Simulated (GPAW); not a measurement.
**Core-hole calculation of the Cl K edge in K3ClO (Pm)**

Aim: the near-edge shape at the Cl K edge of K3ClO (Pm), and what the core hole does to it.

Calculated with GPAW 26.7.0; X-ray absorption from dipole matrix elements to empty bands, plane-wave PAW LDA.

**1. The structure**

The structure is monoclinic, space group Pm (No. 6). The conventional cell has a = 5.144 Å, b = 5.137 Å, c = 5.147 Å, α = 90.00°, β = 90.46°, γ = 90.00°. Nearest to K lie 2 O at 2.57 to 2.59 Å and 7 K at 3.46 to 3.69 Å and 4 Cl at 3.54 to 3.74 Å. K has 2 O at 2.57 Å and 4 Cl at 3.52 to 3.79 Å and 8 K at 3.53 to 3.76 Å nearest. Nearest to K lie 2 O at 2.58 Å and 8 K at 3.46 to 3.85 Å and 4 Cl at 3.48 to 3.79 Å. Nearest to Cl lie 12 K at 3.48 to 3.79 Å. O has 6 K at 2.57 to 2.59 Å nearest. Farther neighbours and most contacts between anions are not listed.

Structure file:

```xyz
5
Lattice="5.1439 0.0000 0.0000 0.0000 5.1368 0.0000 -0.0410 0.0000 5.1465" Properties=species:S:1:pos:R:3 pbc="T T T"
K     2.6531    0.0000    0.1495
K    -0.0244    2.5684    4.9870
K     0.1899    0.0000    2.5744
Cl    2.5431    2.5684    2.5815
O     0.0722    0.0000    0.0006
```

**2. Ground state of the crystal**

The ground state comes first: it tells whether the system has a gap, which decides how the excited electron is treated.

File scf.py:

```python
import numpy as np
from ase import Atoms
from ase.parallel import parprint, paropen
from gpaw import GPAW, PW, FermiDirac, Mixer, MixerDif, setup_paths
from gpaw.test import gen
setup_paths.insert(0, '.')
gen('Cl', name='nch1s', xcname='LDA', corehole=(1, 0, 0), write_xml=True)
from gpaw.mpi import world
world.barrier()

atoms = Atoms('K3ClO',
    cell=[[5.14394718, 0, 0],
     [0, 5.13676547, 0],
     [-0.0409568, 0, 5.14652504]],
    scaled_positions=[[0.51601, 0, 0.02905632],
     [0.00297589, 0.5, 0.96900341],
     [0.04090824, 0, 0.50022143],
     [0.49837712, 0.5, 0.5016102],
     [0.01403075, 0, 0.00010864]],
    pbc=True)
atoms.calc = calc = GPAW(legacy_gpaw=True, mode=PW(500, force_complex_dtype=True), xc='LDA', setups={3: 'nch1s'},
    kpts={'size': (5, 5, 5), 'gamma': True}, occupations=FermiDirac(0.05),
    charge=0, mixer=Mixer(0.1, 5, 50), maxiter=150,
    convergence={'density': 0.0001, 'eigenstates': 1e-6}, txt='scf.txt')
energy = atoms.get_potential_energy() + calc.get_reference_energy()
ef = calc.get_fermi_level()
out = dict(energy=energy, fermi=ef, forces=atoms.get_forces().tolist())
parprint(f'all-electron energy {energy:.4f} eV, Fermi level {ef:.4f} eV')
ev = np.array([[calc.get_eigenvalues(k, s) for k in range(len(calc.get_ibz_k_points()))] for s in range(calc.get_number_of_spins())])
out['homo'], out['lumo'], out['counts'] = ev[ev < ef].max(), ev[ev > ef].min(), sorted(set((ev < ef).sum((0, 2)).tolist()))
out['filled'] = (ev[:, 0] < ef).sum(1).tolist()
import json
with paropen('out.json', 'w') as f:
    json.dump(out, f)
```

Started as:

```sh
$ OMP_NUM_THREADS=1 mpirun -n 4 gpaw python scf.py
```

Numbers of over 12 decimals in the logs are rounded to 6 here.

The log of the run:

```text
Input parameters:
  convergence: {density: 0.0001,
                eigenstates: 1e-06}
  kpts: {gamma: True,
         size: (5, 5, 5)}
  maxiter: 150
  mixer: {backend: pulay,
          beta: 0.1,
          method: separate,
          nmaxold: 5,
          weight: 50}
  mode: {ecut: 500.0,
         force_complex_dtype: True,
         name: pw}
  occupations: {fixmagmom: False,
                name: fermi-dirac,
                width: 0.05}
  setups: {3: nch1s}

Initialize ...

[... PAW data sets ...]

Reference energy: -63569.047662  # eV

Spin-paired calculation

[... convergence settings ...]
Symmetries present (total): 2
  [... symmetry matrices ...]

125 k-points: 5 x 5 x 5 Monkhorst-Pack grid
39 k-points in the irreducible part of the Brillouin zone
       k-points in crystal coordinates                weights
   0:     0.00000000    0.00000000    0.00000000          1/125
   1:     0.00000000    0.00000000    0.20000000          2/125
   2:     0.00000000    0.00000000    0.40000000          2/125
   3:     0.00000000    0.20000000    0.00000000          2/125
   4:     0.00000000    0.20000000    0.20000000          4/125
   5:     0.00000000    0.20000000    0.40000000          4/125
   6:     0.00000000    0.40000000    0.00000000          2/125
   7:     0.00000000    0.40000000    0.20000000          4/125
   8:     0.00000000    0.40000000    0.40000000          4/125
   9:     0.20000000    0.00000000   -0.40000000          2/125
          ...
  38:     0.40000000    0.40000000    0.40000000          4/125

Wave functions: Plane wave expansion
  Cutoff energy: 500.000 eV
  Number of coefficients (min, max): 3419, 3478
  Pulay-stress correction: 0.000000 eV/Ang^3 (de/decut=0.000000)
  Using FFTW library
  Wavefunction extrapolation:
    Improved wavefunction reuse through dual PAW basis

Occupation numbers: Fermi-Dirac:
  width: 0.0500  # eV

Eigensolver
   Davidson(niter=2)

Densities:
  Coarse grid: 27*27*27 grid
  Fine grid: 54*54*54 grid
  Total Charge: 0.000000

Density mixing:
  Method: separate
  Backend: pulay
  Linear mixing parameter: 0.1
  old densities: 5
  Width of damping distribution: 1.1
  Damping of long wavelength oscillations: 50

[... Hamiltonian set-up ...]
Number of atoms: 5
Number of atomic orbitals: 23
Number of bands in calculation: 23
Number of valence electrons: 40
Bands to converge: occupied

... initialized

Initializing position-dependent things.

Density initialized from atomic densities
Creating initial wave functions:
  23 bands from LCAO basis set

         K

               Cl
        K

       O     K

Atomic positions and initial magnetic moments

Positions:
   0 K      2.653138    0.000000    0.149539    ( 0.0000,  0.0000,  0.0000)
   1 K     -0.024379    2.568383    4.987000    ( 0.0000,  0.0000,  0.0000)
   2 K      0.189942    0.000000    2.574402    ( 0.0000,  0.0000,  0.0000)
   3 Cl     2.543081    2.568383    2.581549    ( 0.0000,  0.0000,  0.0000)
   4 O      0.072169    0.000000    0.000559    ( 0.0000,  0.0000,  0.0000)

Unit cell:
           periodic     x           y           z      points  spacing
  1. axis:    yes    5.143947    0.000000    0.000000    27     0.1905
  2. axis:    yes    0.000000    5.136765    0.000000    27     0.1903
  3. axis:    yes   -0.040957    0.000000    5.146525    27     0.1906

  Lengths:   5.143947   5.136765   5.146688
  Angles:   90.000000  90.455959  90.000000

Effective grid spacing dv^(1/3) = 0.1905

iter:   1   -23.232794
iter:   2   -21.127299   -0.94  -1.13
iter:   3   -19.305953   -0.62  -1.21
iter:   4   -19.382918   -1.72  -1.38
iter:   5   -19.009078   -1.30  -1.49
iter:   6   -19.195475   -1.16  -2.03
iter:   7   -19.041605   -1.47  -1.83
iter:   8   -19.015754   -2.59  -2.08
iter:   9   -19.023292   -2.65  -2.85
iter:  10   -19.018224c  -3.58  -2.52
iter:  11   -19.016108c  -3.27  -2.71
iter:  12   -19.015978c  -4.63  -3.34
iter:  13   -19.015980c  -5.64  -3.66
iter:  14   -19.015977c  -5.90  -3.72
iter:  15   -19.015985c  -5.67  -3.94
iter:  16   -19.015975c  -5.98  -3.84
iter:  17   -19.015981c  -5.85  -4.19c
iter:  18   -19.015975c  -6.25c -4.07c

Converged after 18 iterations.

Dipole moment: (-9.604741, 0.000000, 0.210987) |e|*Ang

Energy contributions relative to reference atoms: (reference = -63569.047662)

Kinetic:         -1.512353
Potential:       +5.915776
External:        +0.000000
XC:             -21.455070
Entropy (-ST):   -0.000011
Local:           -1.964322
SIC:             +0.000000
--------------------------
Free energy:    -19.015981
Extrapolated:   -19.015975

Showing only first 2 kpts
 Kpt  Band  Eigenvalues  Occupancy
  0    18      2.63823    1.99989
  0    19      2.63976    1.99989
  0    20      3.49434    0.00139
  0    21      5.54274    0.00000

  1    18      2.59494    1.99996
  1    19      2.59501    1.99996
  1    20      3.97403    0.00000
  1    21      5.78175    0.00000

Fermi level: 3.13072

Gap: 0.855 eV
Transition (v -> c):
  (s=0, k=0, n=19, [0.00, 0.00, 0.00]) -> (s=0, k=0, n=20, [0.00, 0.00, 0.00])
No difference between direct/indirect transitions

Forces in eV/Ang:
  0 K     0.00033    0.00000   -0.01683
  1 K     0.01886    0.00000    0.01715
  2 K    -0.00090    0.00000   -0.00548
  3 Cl   -0.01678    0.00000    0.00463
  4 O    -0.00755    0.00000    0.00038
Scalar-relativistic atomic LDA calculation for Cl (Chlorine, Z=17)
Core hole in 1s state (1s occupation: 2.0)
450 radial gridpoints.
|------------------------------------------------|
|------------------------------------------------|
[... the atom generator's iteration count ...]

Energy contributions:
-------------------------
Kinetic:     +461.711596
XC:           -26.712365
Potential:   -895.068763
-------------------------
Total:       -460.069532

state      eigenvalue         ekin         rmax
-----------------------------------------------
1s^2.0 :  -100.742161   137.761138        0.060
2s^2.0 :    -9.249220    21.499282        0.363
2p^6.0 :    -7.042117    20.643037        0.301
3s^2.0 :    -0.760282     3.449200        1.278
3p^5.0 :    -0.319739     2.486826        1.424
-----------------------------------------------
(units: Bohr and Hartree)

Generating PAW setup
Kinetic energy of the core from tauc = 443.785911
Cutoffs:
rc(s)=1.500
rc(p)=1.500
rc(d)=1.500
rc(vbar)=1.350
rc(comp)=1.500
rc(nct)=1.500

Kinetic energy of the core states: 442.379064
Charge: 0.0
Core electrons: 10.0
Valence electrons: 7.0
Pseudo-core charge: 0.174518
Shape function alpha=4.444
Pseudo-electron charge 7.502891
state    eigenvalue         norm
--------------------------------
3s(2) :    -0.760282     1.143215
*s    :     0.239718
3p(5) :    -0.319739     1.008389
*p    :     0.680261
*d    :     0.000000
--------------------------------

Diagonalizing with gridspacing h=0.050

state   all-electron     PAW
-------------------------------
3s:      -0.760282    -0.760987
3p:      -0.319739    -0.320416
*d:                    0.046341
*f:                    0.076040
-------------------------------
all-electron energy -63588.0636 eV, Fermi level 3.1307 eV
```

It took 17 s on 4 MPI ranks of Intel Xeon Platinum 8488C (Sapphire Rapids), shared host; peak memory 0.2 GiB.

The mesh shows a gap of 0.85 eV, so the hole is first treated in a charged cell, without the excited electron.

**3. Spectrum without a core hole, Cl atom 4**

Without a hole the spectrum is the empty density of states of the right symmetry on the absorber, weighted by matrix elements. It needs only the small cell and serves as the baseline. The data set with a hole of occupation 0 only carries the core orbital.

The absorber has 6 K at 3.48 to 3.54 Å and 6 K at 3.73 to 3.79 Å (distorted cuboctahedral, site symmetry m).

File xas.py:

```python
import numpy as np
from ase import Atoms
from ase.parallel import parprint, paropen
from gpaw import GPAW, PW, FermiDirac, Mixer, MixerDif, setup_paths
from gpaw.test import gen
setup_paths.insert(0, '.')
gen('Cl', name='nch1s', xcname='LDA', corehole=(1, 0, 0), write_xml=True)
from gpaw.mpi import world
world.barrier()

atoms = Atoms('K3ClO',
    cell=[[5.14394718, 0, 0],
     [0, 5.13676547, 0],
     [-0.0409568, 0, 5.14652504]],
    scaled_positions=[[0.51601, 0, 0.02905632],
     [0.00297589, 0.5, 0.96900341],
     [0.04090824, 0, 0.50022143],
     [0.49837712, 0.5, 0.5016102],
     [0.01403075, 0, 0.00010864]],
    pbc=True)
atoms.calc = calc = GPAW(legacy_gpaw=True, mode=PW(500, force_complex_dtype=True), xc='LDA', setups={3: 'nch1s'},
    kpts={'size': (5, 5, 5), 'gamma': True}, occupations=FermiDirac(0.02),
    charge=0, mixer=Mixer(0.1, 5, 50), maxiter=150,
    convergence={'density': 0.0001, 'eigenstates': 1e-6}, txt='scf.txt')
energy = atoms.get_potential_energy() + calc.get_reference_energy()
ef = calc.get_fermi_level()
out = dict(energy=energy, fermi=ef, forces=atoms.get_forces().tolist())
parprint(f'all-electron energy {energy:.4f} eV, Fermi level {ef:.4f} eV')
ev = np.array([[calc.get_eigenvalues(k, s) for k in range(len(calc.get_ibz_k_points()))] for s in range(calc.get_number_of_spins())])
out['homo'], out['lumo'], out['counts'] = ev[ev < ef].max(), ev[ev > ef].min(), sorted(set((ev < ef).sum((0, 2)).tolist()))
out['filled'] = (ev[:, 0] < ef).sum(1).tolist()

from ase.units import Ha
from gpaw.xas import dipole_matrix_elements
nb = int(calc.get_number_of_electrons() / 2) + 84
top, nb = nb, nb + 8 + nb // 12
nscf = calc.fixed_density(kpts={'size': (3, 3, 3), 'gamma': True}, nbands=nb,
    convergence={'bands': top, 'eigenstates': 5e-3}, maxiter=60, txt='nscf.txt')
cell = atoms.cell.array
ops = [cell.T @ U.T @ np.linalg.inv(cell.T) for U in nscf.wfs.kd.symmetry.op_scc]
filled = [20]  # bands filled in the ground state, by spin
E = np.arange(-25, 34, 0.1)
fwhm = np.interp(E, [4, 25], [0.9, 3.5])
Y, X, zero, highest = 0, 0, 1e9, 1e9
for spin in range(nscf.get_number_of_spins()):
    wfs = nscf.wfs
    mine = wfs.bd.get_slice()  # this rank's bands
    A = dipole_matrix_elements(wfs.setups[3])
    eps = np.zeros((wfs.kd.nibzkpts, nb))
    d = np.zeros((3, A.shape[1], wfs.kd.nibzkpts, nb), complex)
    for kpt in wfs.kpt_u:
        if kpt.s == spin and 3 in kpt.P_ani:
            eps[kpt.k, mine] = kpt.eps_n * Ha
            d[:, :, kpt.k, mine] = (kpt.weight * wfs.nspins / 2) ** 0.5 * np.inner(A, kpt.P_ani[3])
    world.sum(eps)
    world.sum(d)
    T = np.einsum('amkn,bmkn->abkn', d, d.conj()).real
    T = sum(np.einsum('ai,ijkn,bj->abkn', R, T, R) for R in ops) / len(ops)
    empty = np.ones_like(eps, bool) & (np.arange(nb) >= filled[spin])
    zero, highest = min(zero, eps[empty].min()), min(highest, eps[:, top - 1].min())
    lines = [(eps, T, empty)] if spin == 0 else lines + [(eps, T, empty)]
for eps, T, empty in lines:
    f = np.einsum('aakn->akn', T).reshape(3, -1)
    x = eps.ravel() - zero
    w = np.interp(x, E, fwhm) / 2.35482
    g = np.exp(-0.5 * ((E[:, None] - x) / w) ** 2) / (w * (2 * np.pi) ** 0.5)
    Y = Y + (f * empty.ravel()) @ g.T
    X = X + (f * ~empty.ravel()) @ g.T
out.update(E=E.round(2).tolist(), xas=Y.tolist(), xes=X.tolist(), zero=zero, valid=highest - zero, nk=len(eps), nb=nb)
for i in range(0, len(E), 10):
    parprint(f'{E[i]:7.2f}', *(f'{v:10.3e}' for v in Y[:, i]))
import json
with paropen('out.json', 'w') as f:
    json.dump(out, f)
```

Started as:

```sh
$ OMP_NUM_THREADS=1 mpirun -n 4 gpaw python xas.py
```

The log of the run:

```text
Input parameters:
  convergence: {density: 0.0001,
                eigenstates: 1e-06}
  kpts: {gamma: True,
         size: (5, 5, 5)}
  maxiter: 150
  mixer: {backend: pulay,
          beta: 0.1,
          method: separate,
          nmaxold: 5,
          weight: 50}
  mode: {ecut: 500.0,
         force_complex_dtype: True,
         name: pw}
  occupations: {fixmagmom: False,
                name: fermi-dirac,
[...]
*p    :     0.680261
*d    :     0.000000
--------------------------------

Diagonalizing with gridspacing h=0.050

state   all-electron     PAW
-------------------------------
3s:      -0.760282    -0.760987
3p:      -0.319739    -0.320416
*d:                    0.046341
*f:                    0.076040
-------------------------------
all-electron energy -63588.0636 eV, Fermi level 3.1124 eV
[...]
32.00  2.734e-06  2.800e-06  2.744e-06
  33.00  2.366e-06  2.381e-06  2.343e-06
[key lines of the parts left out:]
Converged after 19 iterations.
Dipole moment: (-9.604710, 0.000000, 0.210982) |e|*Ang
Free energy:    -19.015980
Fermi level: 3.11236
```

The job ended after 29 s (4 MPI ranks; peak memory 0.25 GiB).

The Cl K spectrum, Cl atom 4, no core hole (energy from the lowest empty level; intensity scaled to a mean of 1 over the first 20 eV; polarised curves are means over the symmetry-equivalent atoms):

```csv
E (eV),isotropic,ε ∥ x,ε ∥ y,ε ∥ z
-2.0,0.00,0.00,0.00,0.00
-1.4,0.00,0.00,0.00,0.00
-0.8,0.00,0.00,0.00,0.00
-0.2,0.00,0.00,0.00,0.00
0.4,0.03,0.03,0.03,0.03
1.0,0.19,0.19,0.19,0.19
1.6,0.48,0.48,0.48,0.47
2.2,0.97,0.98,0.97,0.97
2.8,1.60,1.59,1.57,1.63
3.4,1.91,1.93,1.87,1.93
4.0,1.61,1.60,1.54,1.69
4.6,2.07,2.02,2.10,2.08
5.2,1.87,1.85,1.94,1.80
5.8,1.57,1.57,1.62,1.51
6.4,1.08,1.09,1.12,1.04
7.0,0.71,0.71,0.71,0.69
7.6,0.43,0.42,0.44,0.42
8.2,0.37,0.37,0.37,0.36
8.8,0.46,0.46,0.45,0.47
9.4,0.52,0.52,0.49,0.53
10.0,0.52,0.52,0.51,0.54
10.6,0.52,0.52,0.53,0.51
11.2,0.51,0.52,0.56,0.47
11.8,0.51,0.53,0.56,0.44
12.4,0.56,0.59,0.58,0.51
13.0,0.69,0.73,0.65,0.69
13.6,0.90,0.92,0.82,0.97
14.2,1.15,1.14,1.06,1.26
14.8,1.35,1.32,1.28,1.44
15.4,1.46,1.44,1.43,1.50
16.0,1.53,1.52,1.54,1.53
16.6,1.57,1.56,1.61,1.56
17.2,1.54,1.52,1.58,1.52
17.8,1.41,1.39,1.44,1.40
18.4,1.20,1.20,1.22,1.20
19.0,0.99,0.98,0.99,0.98
19.6,0.84,0.84,0.85,0.83
20.2,0.81,0.80,0.82,0.79
20.8,0.84,0.84,0.86,0.82
21.4,0.86,0.86,0.88,0.83
22.0,0.82,0.83,0.84,0.79
22.6,0.74,0.75,0.75,0.71
23.2,0.66,0.67,0.67,0.64
23.8,0.61,0.62,0.61,0.60
24.4,0.59,0.60,0.58,0.59
25.0,0.58,0.59,0.56,0.59
25.6,0.59,0.60,0.57,0.60
26.2,0.61,0.62,0.59,0.62
26.8,0.67,0.68,0.65,0.68
27.4,0.79,0.80,0.76,0.80
28.0,0.97,0.97,0.94,0.98
28.6,1.17,1.17,1.16,1.20
29.2,1.37,1.35,1.36,1.39
29.8,1.49,1.46,1.49,1.52
30.4,1.52,1.49,1.53,1.54
31.0,1.46,1.43,1.47,1.47
```

Main maxima below 24 eV (height): 3.2 eV (2.03), 4.6 eV (2.07), 16.7 eV (1.58) and 21.3 eV (0.86). A K edge sees empty p states on the absorber.

The same matrix elements for filled bands give the Cl K emission of Cl atom 4 (ground-state approximation; energy from the lowest empty level, largest value 1):

```csv
E (eV),emission
-24.00,0.00
-23.25,0.00
-22.50,0.00
-21.75,0.00
-21.00,0.00
-20.25,0.00
-19.50,0.00
-18.75,0.00
-18.00,0.00
-17.25,0.00
-16.50,0.00
-15.75,0.00
-15.00,0.00
-14.25,0.00
-13.50,0.00
-12.75,0.00
-12.00,0.00
-11.25,0.00
-10.50,0.00
-9.75,0.00
-9.00,0.00
-8.25,0.00
-7.50,0.00
-6.75,0.00
-6.00,0.00
-5.25,0.30
-4.50,0.92
-3.75,0.09
-3.00,0.00
-2.25,0.00
-1.50,0.01
-0.75,0.00
0.00,0.00
0.75,0.00
1.50,0.00
2.25,0.00
3.00,0.00
```

Emission maxima: -4.6 eV (1.00).

**4. Supercell without a hole, the energy reference**

The photon energy needs a difference of total energies, so the cell and mesh of the coming hole run are first run without a hole.

scf.py: that of step 2 with these lines changed.

```diff
@@ -10,14 +10,19 @@
 
-atoms = Atoms('K3ClO',
-    cell=[[5.14394718, 0, 0],
-     [0, 5.13676547, 0],
-     [-0.0409568, 0, 5.14652504]],
-    scaled_positions=[[0.51601, 0, 0.02905632],
-     [0.00297589, 0.5, 0.96900341],
-     [0.04090824, 0, 0.50022143],
-     [0.49837712, 0.5, 0.5016102],
-     [0.01403075, 0, 0.00010864]],
+atoms = Atoms('K6Cl2O2',
+    cell=[[5.10299038, 0, 5.14652504],
+     [-5.14394718, 5.13676547, 0],
+     [-5.14394718, -5.13676547, 0]],
+    scaled_positions=[[0.02905632, 0.75652316, 0.75652316],
+     [0.02905632, 0.25652316, 0.25652316],
+     [0.96900341, 0.73301376, 0.23301376],
+     [0.96900341, 0.23301376, 0.73301376],
+     [0.50022143, 0.22965659, 0.22965659],
+     [0.50022143, 0.7296566, 0.7296566],
+     [0.5016102, 0.25161654, 0.75161654],
+     [0.5016102, 0.75161654, 0.25161654],
+     [0.00010864, 0.99303895, 0.99303895],
+     [0.00010864, 0.49303895, 0.49303895]],
     pbc=True)
-atoms.calc = calc = GPAW(legacy_gpaw=True, mode=PW(500, force_complex_dtype=True), xc='LDA', setups={3: 'nch1s'},
-    kpts={'size': (5, 5, 5), 'gamma': True}, occupations=FermiDirac(0.05),
+atoms.calc = calc = GPAW(legacy_gpaw=True, mode=PW(500, force_complex_dtype=True), xc='LDA', setups={6: 'nch1s'},
+    kpts={'size': (3, 2, 2), 'gamma': True}, occupations=FermiDirac(0.02),
     charge=0, mixer=Mixer(0.1, 5, 50), maxiter=150,
```

Started as:

```sh
$ OMP_NUM_THREADS=1 mpirun -n 4 gpaw python scf.py
```

The log of the run:

```text
Input parameters:
  convergence: {density: 0.0001,
                eigenstates: 1e-06}
  kpts: {gamma: True,
         size: (3, 2, 2)}
  maxiter: 150
  mixer: {backend: pulay,
          beta: 0.1,
          method: separate,
          nmaxold: 5,
          weight: 50}
  mode: {ecut: 500.0,
         force_complex_dtype: True,
         name: pw}
  occupations: {fixmagmom: False,
                name: fermi-dirac,
[...]
3s(2) :    -0.760282     1.143215
*s    :     0.239718
3p(5) :    -0.319739     1.008389
*p    :     0.680261
*d    :     0.000000
--------------------------------

Diagonalizing with gridspacing h=0.050

state   all-electron     PAW
-------------------------------
3s:      -0.760282    -0.760987
3p:      -0.319739    -0.320416
*d:                    0.046341
*f:                    0.076040
-------------------------------
all-electron energy -127176.1228 eV, Fermi level 3.0849 eV
[key lines of the parts left out:]
Converged after 17 iterations.
Dipole moment: (-2.597363, 0.000000, 0.421981) |e|*Ang
Free energy:    -38.027449
Fermi level: 3.08487
```

It took 20 s on 4 MPI ranks; peak memory 0.29 GiB; 78 s of CPU time.

Reference energy: -127176.123 eV with the cores included.

(Continued in part 2 of 3.)

[Banner, clock and machine lines of the logs are left out without a mark of their own.]

[Logs are printed without paths, hosts, clocks, repeated set-up lines and the standing remarks that a program may print on its own settings, such as how far it seeks lower states.]

[Hosts, paths, dates, database ids (printed as entryN), source tags and the programs' standing remarks are cut or masked in the printed files.]

[Lists of maxima count a maximum above −3 eV only where it reaches 4 % of the highest in the window and stands out from its surroundings by 2 % of it (1.5 % where it reaches 55 %); shoulders and weaker maxima are passed over, and of the rest the first, up to two pre-edge ones and the few strongest are named.]
